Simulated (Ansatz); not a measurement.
# What NaGeCl3 in Amm2, a phase reached by a soft mode distorts into, part 2 of 3

Aim: this structure of NaGeCl3 in Amm2, a phase reached by a soft mode is to be tested for unstable modes, and one is followed downhill.

Ansatz 0.2.0; DFT PBEsol, scalar-relativistic, plane waves, PAW; PAW set soft_1.

So far. Step 4 (The mode frozen in, largest atomic shift 0.04 Å): The run ends at a pressure of 0.02 GPa, with forces up to 0.0064 eV/Å. Step 5 (Energy along the mode, all amplitudes (two of the runs …): The lowest of the steps tried is at 0.04 Å, 0.044 meV/atom below the parent; the bottom of the well need not coincide with a step.

The structure was built from a prototype and need not be the compound's stable phase.

**6. Relaxation from the frozen mode**

Starting from the lowest point found, all atoms and the cell are let go, so that strain and other modes of the same symmetry can join in.

Contents of input.yaml:

```yaml
crystal:
  lattice:
    - [5.1516924335, 0.0, 0.0]
    - [0.0, 3.3976008629, 4.3111189193]
    - [0.0, -3.3976008629, 4.3111189193]
  atoms:
    - { symbol: Na, position: [0.0011884529, 0.8335455851, 0.8335455851] }
    - { symbol: Ge, position: [0.502682875, 0.4957706383, 0.4957706383] }
    - { symbol: Cl, position: [0.5007485174, 0.569130437, 0.0547416565] }
    - { symbol: Cl, position: [0.5007485174, 0.0547416565, 0.569130437] }
    - { symbol: Cl, position: [-0.0077644387, 0.5167499289, 0.5167499289] }
kpoints:
  mp_grid: { grid: [8, 8, 8] }
hamiltonian:
  xc: pbesol
  pseudopotentials: { kind: paw, azcp: { folder: soft_1 }, xc_functional: pbe }
scf:
  occupations: { method: fixed }
output:
  forces: true
  stress: true
  eigenvalues: true
relax:
  adjacent_minimum: "off"
  f_tol: 0.002
  max_steps: 120
  cell: { stress_tol: 0.03 }
```

Launch:

```
> ansatz run input.yaml --threads 8 --pin off --max-ram 16384MiB --backend cpu --events-out ev --progress --plain --runs-dir out
```

Numbers of over 12 decimals in the logs are rounded to 6 here.

Output:

```text
[...]
Crystal: 5 atoms, lattice volume = 150.918 Å³
Basis set: ecut = 420 eV, 2977 PW (Γ), exchange–correlation on 72×80×80 points (8 copies of the dense FFT grid, shifted against one another)
Bands: 27, of which v1, the nominal top of the filled ones, is band 22 counted from 1 (21 counted from 0)
Symmetry: 2 space group operations
[...]
k-points: 150 of 512 (time reversal used)
[...]
SCF iter   1: F=—  HF=-8919.151422 eV  |F-HF|=—  |Δ(HF+E_count)|=         —  Δρ=5.04e-2  dr2=3.75e0  ethr=3.10e-3  ⟨swp⟩=5.0  Hψ=16345  notcnv=0  defer=393
[...]
SCF iter  10: F=-8917.452585 eV  HF=-8917.452585 eV  |F-HF|=1.70e-8  |Δ(HF+E_count)|=   3.22e-7  Δρ=4.18e-6  dr2=2.47e-8  ethr=2.27e-10  ⟨swp⟩=14.2  Hψ=25557  notcnv=0
SCF 1 converged in 10 iterations: F = -8917.452585 eV  dr2 = 2.47e-8
[...]
relax step   1: F+E_penalty+E_count = -8917.45258545 eV  Δ(F+E_penalty+E_count) = +0.000e0 eV  max|allowed force component| = 6.414e-3 eV/Å  Δτ_max = 0.0000 Å  P = +0.024 GPa  Ω = 150.918 Å³  (10 SCF iters, dr2 threshold 1.00e-7 eV, accepted)
Crystal: 5 atoms, lattice volume = 151.024 Å³
Basis set: ecut = 420 eV, 2981 PW (Γ), exchange–correlation on 72×80×80 points (8 copies of the dense FFT grid, shifted against one another)
[...]
iter 1 solved again at ethr=3.34e-8 eV; its pass at ethr=3.10e-3 eV (dr2=1.47e-5 eV) is discarded
[...]
SCF iter   5: F=-8917.452616 eV  HF=-8917.452616 eV  |F-HF|=3.20e-9  |Δ(HF+E_count)|=   1.75e-9  Δρ=1.27e-6  dr2=3.49e-9  ethr=1.79e-11  ⟨swp⟩=9.6  Hψ=22790  notcnv=0
SCF 2 converged in 5 iterations: F = -8917.452616 eV  dr2 = 3.49e-9
relax step   2: F+E_penalty+E_count = -8917.45261563 eV  Δ(F+E_penalty+E_count) = -3.017e-5 eV  max|allowed force component| = 7.262e-3 eV/Å  Δτ_max = 0.0013 Å  P = +0.006 GPa  Ω = 151.024 Å³  energy of the carried Pulay correction = -5.760e-6 eV  (5 SCF iters, dr2 threshold 7.88e-9 eV, accepted)
Crystal: 5 atoms, lattice volume = 151.151 Å³
Basis set: ecut = 420 eV, 2985 PW (Γ), exchange–correlation on 72×80×80 points (8 copies of the dense FFT grid, shifted against one another)
[...]
SCF iter   6: F=-8917.452641 eV  HF=-8917.452641 eV  |F-HF|=6.95e-10  |Δ(HF+E_count)|=   2.56e-9  Δρ=5.55e-7  dr2=1.04e-9  ethr=7.49e-12  ⟨swp⟩=9.9  Hψ=21345  notcnv=0
SCF 3 converged in 6 iterations: F = -8917.452641 eV  dr2 = 1.04e-9
relax step   3: F+E_penalty+E_count = -8917.45264101 eV  Δ(F+E_penalty+E_count) = -2.538e-5 eV  max|allowed force component| = 9.982e-3 eV/Å  Δτ_max = 0.0021 Å  P = -0.006 GPa  Ω = 151.151 Å³  energy of the carried Pulay correction = -1.270e-5 eV  (6 SCF iters, dr2 threshold 3.30e-9 eV, accepted)
[...]
relax step   4: F+E_penalty+E_count = -8917.45270906 eV  Δ(F+E_penalty+E_count) = -6.805e-5 eV  max|allowed force component| = 1.122e-2 eV/Å  Δτ_max = 0.0073 Å  P = -0.022 GPa  Ω = 151.307 Å³  energy of the carried Pulay correction = -2.120e-5 eV  (6 SCF iters, dr2 threshold 6.23e-9 eV, accepted)
[...]
relax step   5: F+E_penalty+E_count = -8917.45273215 eV  Δ(F+E_penalty+E_count) = -2.308e-5 eV  max|allowed force component| = 8.847e-3 eV/Å  Δτ_max = 0.0250 Å  P = +0.007 GPa  Ω = 151.629 Å³  energy of the carried Pulay correction = -3.875e-5 eV  (7 SCF iters, dr2 threshold 7.87e-9 eV, accepted)
[...]
relax step   6: F+E_penalty+E_count = -8917.45285581 eV  Δ(F+E_penalty+E_count) = -1.237e-4 eV  max|allowed force component| = 2.787e-3 eV/Å  Δτ_max = 0.0041 Å  P = -0.003 GPa  Ω = 151.574 Å³  energy of the carried Pulay correction = -3.574e-5 eV  (6 SCF iters, dr2 threshold 4.89e-9 eV, accepted)
[...]
relax step   7: F+E_penalty+E_count = -8917.45287955 eV  Δ(F+E_penalty+E_count) = -2.374e-5 eV  max|allowed force component| = 9.176e-4 eV/Å  Δτ_max = 0.0050 Å  P = -0.001 GPa  Ω = 151.484 Å³  energy of the carried Pulay correction = -3.087e-5 eV  (7 SCF iters, dr2 threshold 4.86e-10 eV, accepted)
[...]
relax step   8: F+E_penalty+E_count = -8917.45287872 eV  Δ(F+E_penalty+E_count) = +8.356e-7 eV  max|allowed force component| = 2.055e-3 eV/Å  Δτ_max = 0.0021 Å  P = +0.002 GPa  Ω = 151.489 Å³  energy of the carried Pulay correction = -3.112e-5 eV  (8 SCF iters, rejected (line search))
[...]
relax step   9: F+E_penalty+E_count = -8917.45288021 eV  Δ(F+E_penalty+E_count) = -6.561e-7 eV  max|allowed force component| = 1.952e-4 eV/Å  Δτ_max = 0.0010 Å  P = -0.000 GPa  Ω = 151.489 Å³  energy of the carried Pulay correction = -3.112e-5 eV  (7 SCF iters, accepted)
[...]
SCF iter   1: F=—  HF=-8917.452677 eV  |F-HF|=—  |Δ(HF+E_count)|=         —  Δρ=4.03e-5  dr2=6.16e-8  ethr=3.29e-7  ⟨swp⟩=3.8  Hψ=27776  notcnv=0  defer=449
eigensolver tolerance schedule: the retry pair's looser diagonalisation over-reported the residual by 2348.58 of it (diagonalisation noise at 0.33 of the residual, at the tolerance the schedule requests for it); recorded, not acted on — ethr = c·dr2/N_el stays at c = 1.0e-1
[...]
SCF iter   2: F=—  HF=-8917.452845 eV  |F-HF|=—  |Δ(HF+E_count)|=   1.67e-4  Δρ=2.03e-5  dr2=1.78e-8  ethr=1.40e-10  ⟨swp⟩=3.0  Hψ=9732  notcnv=0  defer=441
[...]
SCF iter   6: F=-8917.452911 eV  HF=-8917.452911 eV  |F-HF|=1.27e-11  |Δ(HF+E_count)|=   1.62e-9  Δρ=4.46e-8  dr2=4.92e-12  ethr=1.00e-12  ⟨swp⟩=16.1  Hψ=29112  notcnv=0
SCF 10 converged in 6 iterations: F = -8917.452911 eV  dr2 = 4.92e-12
relax step  10: F+E_penalty+E_count = -8917.45291108 eV  Δ(F+E_penalty+E_count) = -3.087e-5 eV  max|allowed force component| = 2.071e-4 eV/Å  Δτ_max = 0.0000 Å  P = -0.000 GPa  Ω = 151.489 Å³  stress off target by 4.85e-4 GPa  SCF on the basis re-selected at this cell (its energy is not comparable with the rows above)  (6 SCF iters)
basis re-selected at this cell: Δ(F+E_penalty+E_count) = -3.087e-5 eV, ΔP = +0.000 GPa vs the last step (what re-selecting the basis moved, of the pressure what is left beyond the Pulay correction that the steps carried, after the strain that the cell walked since its last selection, with what the two solves' SCF thresholds leave and, on support functions, any second-order correction that the steps lacked; it is no m [...]
SCF converged after 6 iterations
Free energy (F): -8917.452911 eV
[...]
Internal energy: -8917.452911 eV  (E = F + TS)
E sigma→0 (E₀):  -8917.452911 eV
Fermi energy:    2.571011 eV
[...]
--- Forces (eV/Å), atoms counted from 1 ---
  atom   1  Na     0.00008702    -0.00000000    -0.00013655
  atom   2  Ge    -0.00007152    -0.00000000    -0.00008720
  atom   3  Cl     0.00000550    -0.00020708     0.00011595
  atom   4  Cl     0.00000550     0.00020708     0.00011595
  atom   5  Cl    -0.00002614     0.00000000    -0.00001003
  max |Σ_I F_I| component: 1.87e-6 eV/Å
--- Stress (GPa, compression-positive) ---
       -0.000485       0.000000       0.000001
        0.000000       0.000326       0.000000
        0.000001       0.000000      -0.000333
  P = ⅓ Tr σ = -0.0002 GPa (-0.002 kbar)
--- Band table (eV; the first three rows and the last of 150) ---
  k-point 0: bands = [... 18 lower, -0.5245, -0.3905, -0.3884, 0.2015, 5.1456, 6.8564, 7.6215, 7.6226, ... 1 higher]
  k-point 1: bands = [... 18 lower, -0.4907, -0.4394, -0.2912, 0.1167, 5.2724, 6.8493, 7.4212, 7.6823, ... 1 higher]
  k-point 2: bands = [... 18 lower, -0.4989, -0.4470, -0.1770, 0.0240, 5.6116, 6.4573, 7.2442, 7.8274, ... 1 higher]
  k-point 149: bands = [... 18 lower, -0.1440, 0.0602, 0.3351, 2.5710, 4.0616, 4.2053, 4.5320, 6.4532, ... 1 higher]
--- Relaxed structure (9 steps of the walk, 8 accepted, 1 SCFs on fresh bases) ---
  F+E_penalty+E_count = -8917.45291108 eV   max|allowed force component| = 2.071e-4 eV/Å   (the final SCF, on the basis selected at the relaxed cell)
  cell:  # Å, volume = 151.4886 Å³
    - [5.164694, 0.0, -0.016930]
    - [-0.014167, 3.398048, 4.315990]
    - [-0.014167, -3.398048, 4.315990]
  atoms:
    - { symbol: Na, position: [0.00606767, 0.833223, 0.833223] }
    - { symbol: Ge, position: [0.504893, 0.495702, 0.495702] }
    - { symbol: Cl, position: [0.500572, 0.569310, 0.054817] }
    - { symbol: Cl, position: [0.500572, 0.054817, 0.569310] }
    - { symbol: Cl, position: [-0.014500, 0.516887, 0.516887] }
```

Wall time 93 s (8 threads of Arm Neoverse V1, shared host); peak memory 0.93 GiB.

Relaxation path:

| step | energy less that of the first step (eV) | largest force component (eV/Å) | pressure (GPa) | volume (Å³) |
| --- | --- | --- | --- | --- |
| 1 | 0.0000 | 0.0064 | 0.02 | 150.92 |
| 2 | 0.0000 | 0.0073 | 0.01 | 151.02 |
| 3 | -0.0001 | 0.0100 | -0.01 | 151.15 |
| 4 | -0.0001 | 0.0112 | -0.02 | 151.31 |
| 5 | -0.0001 | 0.0088 | 0.01 | 151.63 |
| 6 | -0.0003 | 0.0028 | 0.00 | 151.57 |
| 7 | -0.0003 | 0.0009 | 0.00 | 151.48 |
| 8 | -0.0003 | 0.0021 | 0.00 | 151.49 |
| 9 | -0.0003 | 0.0002 | 0.00 | 151.49 |
| 10* | -0.0003 | 0.0002 | 0.00 | 151.49 |

Relaxation steps marked * repeat the geometry before them on a plane-wave basis chosen anew for their cell, so energy and pressure can jump there. Relaxation step 8 was tried and not accepted.

Forces are held to the 2 operations that the run works with; a distortion that breaks them can't arise in this run.

| cell as run | before | after | change |
| --- | --- | --- | --- |
| a (Å) | 5.152 | 5.165 | +0.3 % |
| b (Å) | 5.489 | 5.493 | +0.1 % |
| c (Å) | 5.489 | 5.493 | +0.1 % |
| α (°) | 76.48 | 76.43 | -0.1 % |
| β (°) | 90.00 | 90.30 | +0.3 % |
| γ (°) | 90.00 | 90.30 | +0.3 % |
| volume (Å³/atom) | 30.18 | 30.30 | +0.4 % |

The atoms that moved most (Å, as changes of fractional coordinates times the final cell):

| atom | dx | dy | dz | length |
| --- | --- | --- | --- | --- |
| Cl5 | -0.035 | 0.000 | 0.001 | 0.035 |
| Na1 | 0.025 | 0.000 | -0.003 | 0.025 |
| Ge2 | 0.011 | 0.000 | -0.001 | 0.011 |

The relaxed structure:

```xyz
5
Lattice="5.1647 0.0000 -0.0169 -0.0142 3.3980 4.3160 -0.0142 -3.3980 4.3160" Properties=species:S:1:pos:R:3 pbc="T T T"
Na    0.0077    0.0000    7.1923
Ge    2.5936    0.0000    4.2703
Cl    2.5765    1.7483    2.6853
Cl    2.5765   -1.7483    2.6853
Cl   -0.0895    0.0000    4.4620
```

This step gave:

```yaml
pressure: -1.64e-4 GPa
gap_on_the_k_mesh: 1.491 eV
volume_per_atom: 30.30 Å³
```

The distorted start has space group Cm; the relaxation ends in Cm.

**7. The new phase in its own primitive cell**

The relaxed structure is symmetrised, reduced to its primitive cell and relaxed tightly, as its phonons need.

input.yaml, the sections that differ from step 6:

```yaml
crystal:
  lattice:
    - [4.3160134404, -3.3980480418, 0.0]
    - [4.3160134404, 3.3980480418, 0.0]
    - [-0.0338824286, 0.0, 5.1646103997]
  atoms:
    - { symbol: Na, position: [0.8332225811, 0.8332225811, 0.0060676717] }
    - { symbol: Ge, position: [0.4957019175, 0.4957019175, 0.504893303] }
    - { symbol: Cl, position: [0.5693095255, 0.0548172768, 0.5005716232] }
    - { symbol: Cl, position: [0.0548172768, 0.5693095255, 0.5005716232] }
    - { symbol: Cl, position: [0.516886945, 0.516886945, 0.9854997029] }
relax:
  adjacent_minimum: "off"
  f_tol: 0.001
  max_steps: 60
  cell: { stress_tol: 0.01 }
# kpoints, hamiltonian, scf, output: as in step 6
```

Output:

```text
[...]
Crystal: 5 atoms, lattice volume = 151.489 Å³
Basis set: ecut = 420 eV, 2985 PW (Γ), exchange–correlation on 80×80×72 points (8 copies of the dense FFT grid, shifted against one another)
Bands: 27, of which v1, the nominal top of the filled ones, is band 22 counted from 1 (21 counted from 0)
Symmetry: 2 space group operations
[...]
k-points: 150 of 512 (time reversal used)
[...]
cell:  # Å, volume = 151.4886 Å³
    - [4.3160134404, -3.3980480418, 0.0]
    - [4.3160134404, 3.3980480418, 0.0]
    - [-0.0338824286, 0.0, 5.1646103997]
  atoms:
    - { symbol: Na, position: [0.8332225811, 0.8332225811, 0.00606767] }
    - { symbol: Ge, position: [0.495702, 0.495702, 0.504893303] }
    - { symbol: Cl, position: [0.569310, 0.054817, 0.5005716232] }
    - { symbol: Cl, position: [0.054817, 0.569310, 0.5005716232] }
    - { symbol: Cl, position: [0.516886945, 0.516886945, 0.9854997029] }
[key lines of the parts left out:]
SCF converged after 7 iterations
Free energy (F): -8917.452911 eV
Fermi energy:    2.571011 eV
P = ⅓ Tr σ = -0.0002 GPa (-0.002 kbar)
```

Wall time 21 s (8 threads); peak memory 0.91 GiB; 2.7 min of CPU time.

Little changed from the start: no atom moved by 0.005 Å and no cell edge by 0.1 %.

Numbers from this step:

```yaml
direct_gap_on_mesh: 1.491 eV
```

The largest force component left is 0.21 meV/Å and the pressure is 0.000 GPa, within the tolerances set. The cell now holds 30.30 Å³/atom.

(Continued in part 3 of 3.)

[Logs are printed without paths, hosts, clocks, repeated set-up lines and the standing remarks that a program may print on its own settings, such as how far it seeks lower states.]

[Hosts, paths, dates, database ids (printed as entryN), source tags and the programs' standing remarks are cut or masked in the printed files.]
